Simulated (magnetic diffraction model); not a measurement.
# CoSiS₃ below its ordering temperature

Space group Pmma (no. 51), a = 10.7730 Å, b = 3.4730 Å, c = 6.0080 Å.

```csv
site,atom,x,y,z
2c,Co,0,0,1/2
2e,S,3/4,0,0.0485
4j,S,0.0944,1/2,0.3085
2f,Si,1/4,1/2,0.1313
```

The compound is invented for this exercise: a known structure type with other elements, its cell scaled to their sizes and not relaxed.

Only Co is taken to order (form factors of Co2+); orders and moment sizes are assumed, and not adapted to the symmetry. Radiation: neutrons of λ = 4.2 Å, 2° to 100°; isotropic B of 0.32 Å² (Co), 0.33 Å² (S) and 0.35 Å² (Si). Simulated constant-wavelength pattern: nuclear and magnetic terms add, the magnetic one as |2.695 fm × Σ f S⊥ exp(2πi Q·r) exp(−B s²)|², summed over all Q at one angle with the factor 1/(sin²θ cos θ). For a modulated order the moment at position r is S exp(−2πi k·r) + c.c., with S = m/2 for a sine wave of amplitude m and S = m(u + iv)/2 for moments turning in a plane, u and v being orthogonal unit vectors in it; the phase factor of the sum at Q = H + k is then exp(2πi H·r). Free-ion form factors, Sears's scattering lengths of 1992, no absorption; a label names one of the reflections at its angle. The strongest nuclear line in the range is 100, and lines under 0.2 are left out.

Above the ordering temperature:

| 2θ (°) | index | I |
| --- | --- | --- |
| 40.92 | (0 0 1) | 1.3 |
| 45.89 | (2 0 0) | 6.1 |
| 47.18 | (1 0 1) | 55.2 |
| 63.15 | (2 0 1) | 100.0 |
| 74.41 | (0 1 0) | 10.5 |
| 85.89 | (3 0 1) | 8.0 |
| 88.60 | (0 1 1) | 0.2 |
| 92.02 | (2 1 0) | 2.3 |
| 92.96 | (1 1 1) | 78.1 |

Below it (cell unchanged):

```csv
2θ (°),I
40.92,1.3
42.95,18.8
45.89,6.1
47.18,55.2
47.75,15.4
63.15,100.0
64.66,17.4
74.41,10.5
74.69,2.3
78.21,2.4
85.89,8.0
88.60,0.2
90.06,4.9
92.02,2.3
92.29,5.1
92.96,78.1
```

**Question.** Find the propagation vector, then choose among these models:
A. a sine wave with moments along [100] (amplitudes given), 2.31 μB on Co; signs + at (0, 0, 1/2), + at (1/2, 0, 1/2)
B. moments turning in the plane of [100] and [010], 2.31 μB on Co; signs + at (0, 0, 1/2), + at (1/2, 0, 1/2)
C. a sine wave with moments along [010] (amplitudes given), 2.31 μB on Co; signs + at (0, 0, 1/2), + at (1/2, 0, 1/2)
D. a sine wave with moments along [001] (amplitudes given), 2.31 μB on Co; signs + at (0, 0, 1/2), + at (1/2, 0, 1/2)

The new lines index as (0 0.180 1) at 42.95°, (2 0.180 0) at 47.75°, (2 0.180 1) at 64.66° and (0 0.820 1) at 74.69°, that is as H ± k with k = (0 0.180 0). Satellites come in pairs about each point of the reciprocal lattice.

Magnetic intensity, observed (below minus above) and for each model:

| 2θ (°) | index | observed | A | B | C | D |
| --- | --- | --- | --- | --- | --- | --- |
| 12.50 | (0 0.180 0) | <0.2 | 123.8 | 123.8 | <0.2 | 123.8 |
| 42.95 | (0 0.180 1) | 18.8 | 20.6 | 39.4 | 18.8 | 1.8 |
| 47.75 | (2 0.180 0) | 15.4 | 1.2 | 16.6 | 15.4 | 16.6 |
| 59.45 | (0 0.820 0) | <0.2 | 5.4 | 5.4 | <0.2 | 5.4 |
| 64.66 | (2 0.180 1) | 17.4 | 8.5 | 26.0 | 17.4 | 10.4 |
| 74.69 | (0 0.820 1) | 2.3 | 6.9 | 9.2 | 2.3 | 4.6 |
| 90.06 | (0 0.180 2) | 4.9 | 5.0 | 9.9 | 4.9 | <0.2 |
| 92.29 | (2 0.820 1) | 5.1 | 6.8 | 12.0 | 5.1 | 7.4 |

Model C matches.

The absence at (0 0.180 0) is telling: Q lies along the moments there, so the part normal to Q vanishes.

The structure used: k = (0 0.180 0), a sine wave with moments along [010] (amplitudes given), 2.31 μB on Co; signs + at (0, 0, 1/2), + at (1/2, 0, 1/2).

[Logs are printed without paths, hosts, clocks, repeated set-up lines and the standing remarks that a program may print on its own settings, such as how far it seeks lower states.]
